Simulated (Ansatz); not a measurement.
# Quasiparticle gap of Sn2S3 (Ottemannite), part 2 of 2

How far does one-shot GW move the HSE06 gap of Sn2S3 (Ottemannite)?

Ansatz 0.2.0; HSE06, then G0W0 on it, plane waves, PAW. Known limits of the many-body steps: finite bands, screening cutoff and k mesh; no spin-orbit coupling in G0W0.

So far. Step 2 (HSE06 levels on the mesh and at listed points): Over mesh and listed points the gap is 1.225 eV, from k = (0.100, 0.000, 0.000) to k = (0.000, 0.500, 0.500). The least direct gap found is 1.292 eV, at k = (0.000, 0.000, 0.450). On the 2×4×2 mesh alone the same run gives 1.280 eV, so that mesh misses an edge of HSE06: 1.280 − 1.225 = +0.055 eV.

In doubt: masses and optical values from hybrid runs of this build are listed as unsure (step 3), which bears on the screening that GW takes from such a start.

## Step 3: G0W0 on the 2×4×2 mesh

G0W0 replaces the xc potential by a self-energy built once from the orbitals of the start. Levels are corrected in the window of bands that the input names, at points of the mesh.

This step: G0W0 on HSE06, plane waves, PAW.

File input.yaml:

```yaml
crystal:
  lattice:
    - [8.878, 0.0, 0.0]
    - [0.0, 3.751, 0.0]
    - [0.0, 0.0, 14.02]
  atoms:
    - { symbol: Sn, position: [0.16494, 0.25, 0.05195] }
    - { symbol: Sn, position: [0.33506, 0.75, 0.55195] }
    - { symbol: Sn, position: [0.66494, 0.25, 0.44805] }
    - { symbol: Sn, position: [0.83506, 0.75, 0.94805] }
    - { symbol: Sn, position: [0.48509, 0.75, 0.16936] }
    - { symbol: Sn, position: [0.01491, 0.25, 0.66936] }
    - { symbol: Sn, position: [0.98509, 0.75, 0.33064] }
    - { symbol: Sn, position: [0.51491, 0.25, 0.83064] }
    - { symbol: S, position: [0.98047, 0.75, 0.1064] }
    - { symbol: S, position: [0.51953, 0.25, 0.6064] }
    - { symbol: S, position: [0.48047, 0.75, 0.3936] }
    - { symbol: S, position: [0.01953, 0.25, 0.8936] }
    - { symbol: S, position: [0.33879, 0.75, 0.99524] }
    - { symbol: S, position: [0.16121, 0.25, 0.49524] }
    - { symbol: S, position: [0.83879, 0.75, 0.50476] }
    - { symbol: S, position: [0.66121, 0.25, 0.00476] }
    - { symbol: S, position: [0.28631, 0.25, 0.21246] }
    - { symbol: S, position: [0.21369, 0.75, 0.71246] }
    - { symbol: S, position: [0.78631, 0.25, 0.28754] }
    - { symbol: S, position: [0.71369, 0.75, 0.78754] }
kpoints:
  mp_grid: { grid: [2, 4, 2] }
hamiltonian:
  xc: hse06
scf:
  occupations: { method: fixed }
gw:
  n_empty_bands: 420
  ecut_chi: 54
  qp_bands: [v4, c4]
  qp_kpoints: band_edges
  screening: { model: contour_deformation }
```

Launch:

```
ansatz run input.yaml --threads 24 --pin off --max-ram 82944MiB --backend cuda --events-out ev --progress --plain --runs-dir out --devices 1 --max-vram 78GiB
```

Numbers of over 12 decimals in the logs are rounded to 6 here.

The log of the run:

```text
GPUs: using 1 of 1 available (devices: 1).
[...]
Crystal: 20 atoms, lattice volume = 466.885 Å³
Basis set: ecut = 420 eV, 9143 PW (Γ)
Bands: 112, of which v1, the nominal top of the filled ones, is band 92 counted from 1 (91 counted from 0)
Symmetry: 8 space group operations
[...]
k-points: 12 of 16
[...]
SCF iter   1: F=—  HF=-59026.247115 eV  |F-HF|=—  |Δ(HF+E_count)|=         —  Δρ=2.29e-3  dr2=5.69e-2  ethr=1.77e-3  ⟨swp⟩=8.6  Hψ=6238  notcnv=0
[...]
SCF iter   2: F=—  HF=-59026.241284 eV  |F-HF|=—  |Δ(HF+E_count)|=   5.83e-3  Δρ=1.25e-3  dr2=2.18e-2  ethr=3.09e-5  ⟨swp⟩=5.7  Hψ=4616  notcnv=0
[...]
SCF iter   6: F=-59026.237904 eV  HF=-59026.237892 eV  |F-HF|=1.24e-5  |Δ(HF+E_count)|=   1.54e-5  Δρ=6.83e-5  dr2=1.32e-5  ethr=6.90e-9  ⟨swp⟩=4.9  Hψ=7124  notcnv=0
SCF 1 stopped early in 6 iterations: F = -59026.237904 eV  dr2 = 1.32e-5
[...]
Frozen-core exchange: fock
SCF iter   1: F=—  HF=-59065.527270 eV  |F-HF|=—  |Δ(HF+E_count)|=         —  Δρ=5.70e-3  dr2=1.10e-1  ethr=7.18e-8  ⟨swp⟩=11.3  Hψ=9298  notcnv=0
[...]
SCF iter   2: F=—  HF=-59065.495231 eV  |F-HF|=—  |Δ(HF+E_count)|=   3.20e-2  Δρ=2.38e-3  dr2=2.41e-2  ethr=7.18e-8  ⟨swp⟩=7.8  Hψ=7139  notcnv=0
[...]
hybrid outer 1: dexx = +6.846e-2 eV, tail = 3.73e-4 eV
[...]
SCF 3 converged in 5 iterations: F = -59065.549326 eV  dr2 = 6.59e-8
[...]
2    96      9.7841   -10.5423    -3.3334   -14.4487  0.7906    10.3630    10.3570  root
     3    89      6.2709   -16.5504     1.7674   -14.9647  0.7776     6.4522     6.4527  root
     3    90      6.2709   -16.5504     1.7674   -14.9647  0.7776     6.4522     6.4527  root
     3    91      6.3158   -16.5238     1.7318   -14.9800  0.7778     6.5034     6.5039  root
     3    92      6.3158   -16.5238     1.7318   -14.9800  0.7778     6.5034     6.5039  root
     3    93      9.0874   -10.2527    -3.0822   -13.8663  0.7960     9.6223     9.6188  root
     3    94      9.0874   -10.2527    -3.0822   -13.8663  0.7960     9.6223     9.6188  root
     3    95      9.7833   -10.9736    -3.2795   -14.8462  0.7883    10.3824    10.3764  root
     3    96      9.7833   -10.9736    -3.2795   -14.8462  0.7883    10.3824    10.3764  root
     4    89      5.6904   -17.4375     2.2285   -15.4793  0.7674     5.9594     5.9606  root
     4    90      5.6904   -17.4375     2.2285   -15.4793  0.7674     5.9594     5.9606  root
     4    91      6.2899   -16.2983     1.5550   -14.8859  0.7822     6.4323     6.4326  root
     4    92      6.2899   -16.2983     1.5550   -14.8859  0.7822     6.4323     6.4326  root
     4    93      8.9889   -10.6769    -3.0432   -14.2707  0.7959     9.5435     9.5394  root
     4    94      8.9889   -10.6769    -3.0432   -14.2707  0.7959     9.5435     9.5394  root
     4    95      9.1890   -10.3700    -3.0779   -13.9759  0.7933     9.7212     9.7170  root
     4    96      9.1890   -10.3700    -3.0779   -13.9759  0.7933     9.7212     9.7170  root
     5    89      5.6711   -17.9586     2.4224   -15.8395  0.7659     5.9731     5.9745  root
     5    90      5.6711   -17.9586     2.4224   -15.8395  0.7659     5.9731     5.9745  root
     5    91      6.3020   -16.5177     1.5794   -15.1082  0.7822     6.4715     6.4719  root
     5    92      6.3020   -16.5177     1.5794   -15.1082  0.7822     6.4715     6.4719  root
     5    93      8.5764   -10.3822    -2.9092   -13.8107  0.8002     9.0984     9.0956  root
     5    94      8.5764   -10.3822    -2.9092   -13.8107  0.8002     9.0984     9.0956  root
     5    95      9.5597    -8.9289    -3.1634   -12.4845  0.7952     9.9542     9.9520  root
     5    96      9.5597    -8.9289    -3.1634   -12.4845  0.7952     9.9542     9.9520  root
     6    89      6.3698   -16.2185     1.6194   -14.7740  0.7776     6.5442     6.5447  root
     6    90      6.3698   -16.2185     1.6194   -14.7740  0.7776     6.5442     6.5447  root
     6    91      6.7075   -16.5759     1.5423   -15.2489  0.7814     6.9222     6.9228  root
     6    92      6.7075   -16.5759     1.5423   -15.2489  0.7814     6.9222     6.9228  root
     6    93      8.7150   -10.6271    -3.0066   -14.1726  0.7967     9.2574     9.2538  root
     6    94      8.7150   -10.6271    -3.0066   -14.1726  0.7967     9.2574     9.2538  root
     6    95      9.7052   -11.1293    -3.2187   -14.9281  0.7906    10.2894    10.2853  root
     6    96      9.7052   -11.1293    -3.2187   -14.9281  0.7906    10.2894    10.2853  root
     7    89      6.6006   -16.5596     1.5697   -15.1907  0.7807     6.8008     6.8013  root
     7    90      6.6006   -16.5596     1.5697   -15.1907  0.7807     6.8008     6.8013  root
     7    91      6.7171   -16.9974     1.7129   -15.5272  0.7797     6.9591     6.9599  root
     7    92      6.7171   -16.9974     1.7129   -15.5272  0.7797     6.9591     6.9599  root
     7    93      8.6043   -10.3577    -3.0080   -13.8865  0.7990     9.1282     9.1252  root
     7    94      8.6043   -10.3577    -3.0080   -13.8865  0.7990     9.1282     9.1252  root
     7    95      9.5294   -10.9368    -3.1410   -14.6367  0.7945    10.0923    10.0883  root
[...]
10    93      9.1695   -10.7116    -3.0702   -14.3414  0.7946     9.7334     9.7292  root
    10    94      9.1695   -10.7116    -3.0702   -14.3414  0.7946     9.7334     9.7292  root
    10    95      9.1695   -10.7116    -3.0702   -14.3414  0.7946     9.7334     9.7292  root
    10    96      9.1695   -10.7116    -3.0702   -14.3414  0.7946     9.7334     9.7292  root
    11    89      5.8958   -17.0175     1.9171   -15.3168  0.7749     6.1114     6.1121  root
    11    90      5.8958   -17.0175     1.9171   -15.3168  0.7749     6.1114     6.1121  root
    11    91      5.8958   -17.0175     1.9171   -15.3168  0.7749     6.1114     6.1121  root
    11    92      5.8958   -17.0175     1.9171   -15.3168  0.7749     6.1114     6.1121  root
    11    93      9.0807   -10.5849    -3.0389   -14.1745  0.7961     9.6352     9.6314  root
    11    94      9.0807   -10.5849    -3.0389   -14.1745  0.7961     9.6352     9.6314  root
    11    95      9.0807   -10.5849    -3.0389   -14.1745  0.7961     9.6352     9.6314  root
    11    96      9.0807   -10.5849    -3.0389   -14.1745  0.7961     9.6352     9.6314  root
```

Wall time 56 s (1 × NVIDIA GB200 (shared by 2 runs) with 24 threads of Arm Neoverse V2, shared host); peak memory 4.3 GiB.

Numbers from this step:

```
bands summed                                    : 512
RPA ε∞ on this mesh (eigenvalues)               : 7.133, 7.189, 7.577
plane waves in the screening matrix             : 423
q-points in the mesh                            : 16
G0W0 gap over the corrected points              : 1.547 eV
k of the valence top                            : 0, 0, 0
k of the conduction bottom                      : 0, 0, -0.5
starting gap on the mesh                        : 1.280 eV
Z at the valence top                            : 0.7856
Z at the conduction bottom                      : 0.8011
least direct G0W0 gap over the corrected points : 1.570 eV
```

Over 10 of 12 irreducible mesh points the G0W0 gap is 1.547 eV, from k = Γ to k = (0.000, 0.000, -0.500). The HSE06 gap of this run on the mesh is 1.280 eV. Other states bound it: the two that bound the G0W0 gap lie 1.300 eV apart in HSE06, so state for state the correction is 1.547 − 1.300 = +0.247 eV, while gap against gap it is 1.547 − 1.280 = +0.267 eV.

Labels follow the order of the start: v1 is the top filled band, c1 the lowest empty one; levels that stay degenerate share a row, the window can cut a multiplet, doubted levels are not marked in this list, bands outside the window were not corrected, and the list may be a part of the corrected levels. Levels before and after the correction, in eV, zero at the valence-band top of each column:

```tsv
	conduction bottom	valence top
HSE06	1.28	0.00
G0W0	1.55	0.00
```

```tsv
	level	occupation	energy (eV)
HSE06	Γ v3	2	-0.840
HSE06	Γ v2	2	-0.049
HSE06	Γ v1	2	-0.001
HSE06	Γ c1	0	1.517
HSE06	Γ c2	0	1.690
HSE06	Γ c3	0	1.790
HSE06	(0 0 -0.5) v3	2	-1.229
HSE06	(0 0 -0.5) v2-v1	2	0.000
HSE06	(0 0 -0.5) c1-c2	0	1.299
HSE06	(0 0 -0.5) c3	0	2.084
G0W0	Γ v3	2	-0.853
G0W0	Γ v2	2	-0.115
G0W0	Γ v1	2	0.000
G0W0	Γ c1	0	1.777
G0W0	Γ c2	0	1.969
G0W0	Γ c3	0	2.116
G0W0	(0 0 -0.5) v3	2	-1.239
G0W0	(0 0 -0.5) v2-v1	2	-0.023
G0W0	(0 0 -0.5) c1-c2	0	1.547
G0W0	(0 0 -0.5) c3	0	2.401
```

The parts of the quasiparticle energy for the two states that bound the G0W0 gap, in eV on the run's own scale (QP = start + Σx + Σc − Vxc, with Σc at the quasiparticle energy):

```tsv
edge	k	band	start	Σx	Σc	Vxc	Z	QP
valence top	Γ	92	7.295	−17.127	1.460	−15.919	0.786	7.547
conduction bottom	(0.000, 0.000, -0.500)	93	8.595	−10.246	−2.962	−13.707	0.801	9.094
```

For a hybrid start, Vxc holds its share of exact exchange.

## Step 4: The runs together

Each gap is the least one over the points named; times are wall times on shared hosts, not benchmarks. A G0W0 time includes the run's own self-consistent start. Runs with listed points see these and the mesh alone, so an edge that moves elsewhere is missed.

```tsv
level	mesh	files, cutoff	bands summed, screening	points	gap (eV)	valence top	conduction bottom	least direct gap (eV)	time
HSE06	2×4×2	soft_2 PAW, 420 eV	-	mesh and listed points	1.225	(0.100, 0.000, 0.000)	(0.000, 0.500, 0.500)	1.292	23 s
G0W0@HSE06	2×4×2	soft_2 PAW, 420 eV	512, 54 eV	10 of 12 irreducible mesh points	1.547	Γ	(0.000, 0.000, -0.500)	1.570	56 s
```

## Step 5: Results

| Property | Result |
| --- | --- |
| HSE06 gap over mesh and listed points | 1.225 eV, from k = (0.100, 0.000, 0.000) to k = (0.000, 0.500, 0.500) |
| G0W0@HSE06 gap over 10 of 12 irreducible mesh points | 1.547 eV, from k = Γ to k = (0.000, 0.000, -0.500) |
| GW settings | 2×4×2 mesh, 420 empty bands, screening to 54 eV |
| known limits | finite bands, screening cutoff and k mesh; no spin-orbit coupling in G0W0 |

Over 10 of 12 irreducible mesh points the G0W0 gap is 1.547 eV, from k = Γ to k = (0.000, 0.000, -0.500). The HSE06 gap of this run on the mesh is 1.280 eV. Other states bound it: the two that bound the G0W0 gap lie 1.300 eV apart in HSE06, so state for state the correction is 1.547 − 1.300 = +0.247 eV, while gap against gap it is 1.547 − 1.280 = +0.267 eV. The valence state moves by 7.547 − 7.295 = +0.252 eV and the conduction state by 9.094 − 8.595 = +0.499 eV, on the run's own scale; how far single levels stand from their limit in bands is not shown. Over mesh and listed points, HSE06 puts the valence top at k = (0.100, 0.000, 0.000), where no G0W0 correction was computed. The G0W0 gap over the whole zone is therefore not known from this run; at its settings it can only be equal to or under the 1.547 eV found, and no correction is carried over from another point. For the start itself the gap is 1.225 eV over mesh and listed points and 1.280 eV on the mesh of the G0W0 run. No second run with other bands and screening cutoff is shown, so the distance to the basis limit is not known. On another start, G0W0@r2SCAN runs of this series (2×4×2 mesh, soft_2 PAW; not shown as steps) give 1.370 eV with 240 bands and 27 eV, 1.392 eV with 512 bands and 54 eV and 1.422 eV with 997 bands and 90 eV. G0W0 on other starts in this series, not shown as steps and not all at these settings: 1.392 eV on r2SCAN (2×4×2, soft_2 PAW, 512 bands, 54 eV) and 1.707 eV on PBE0 (2×4×2, soft_2 PAW, 512 bands, 54 eV). Two runs of this series at another level, not shown as steps, test spin-orbit coupling. r2SCAN+SOC against r2SCAN: 0.831 − 0.830 = +0.001 eV, with the same mesh, set of files (read in its fully relativistic form for the spin-orbit run) and cutoff, and both edges at the same k points. The spin-orbit run sees mesh and listed points alone, so its gap is an upper bound: the coupling can move an edge off these points, and the change over the zone, its sign included where it is small, is not known. What spin-orbit coupling does to the G0W0 levels was not computed, so no sum with the G0W0 gap is formed. The G0W0 runs are scalar-relativistic. No pair of G0W0 runs that differ in the mesh alone is shown (2×4×2 is a supercell whose nearest images lie 15 Å apart), so the error from the mesh is not known here. G0W0 is shown with one set of atomic data (soft_2 PAW), so the error from the files is not known here.

[Paths, hosts, dates, memory and timing lines, banners, echoed tables and standing remarks are left out of the program output.]

[Logs are printed without paths, hosts, clocks, repeated set-up lines and the standing remarks that a program may print on its own settings, such as how far it seeks lower states.]

[Runs of the session that timed out or met a known fault of the program may be left out.]

[Cells called generated may have been cut or substituted from an entry of the Crystallography Open Database or the Materials Project.]

[Hosts, paths, dates, database ids (printed as entryN), source tags and the programs' standing remarks are cut or masked in the printed files.]

[Where an RPA ε∞ is given, it is that of the G0W0 mesh and is not shown converged in it. Names of k-points follow the symmetry that the program found, which can be lower than the space group named. Band edges on a path are those of the sampled points; other points can move an edge, and change direct to indirect where valleys lie close.]

[Hybrid gaps are those of their k-mesh and are not shown converged in it.]
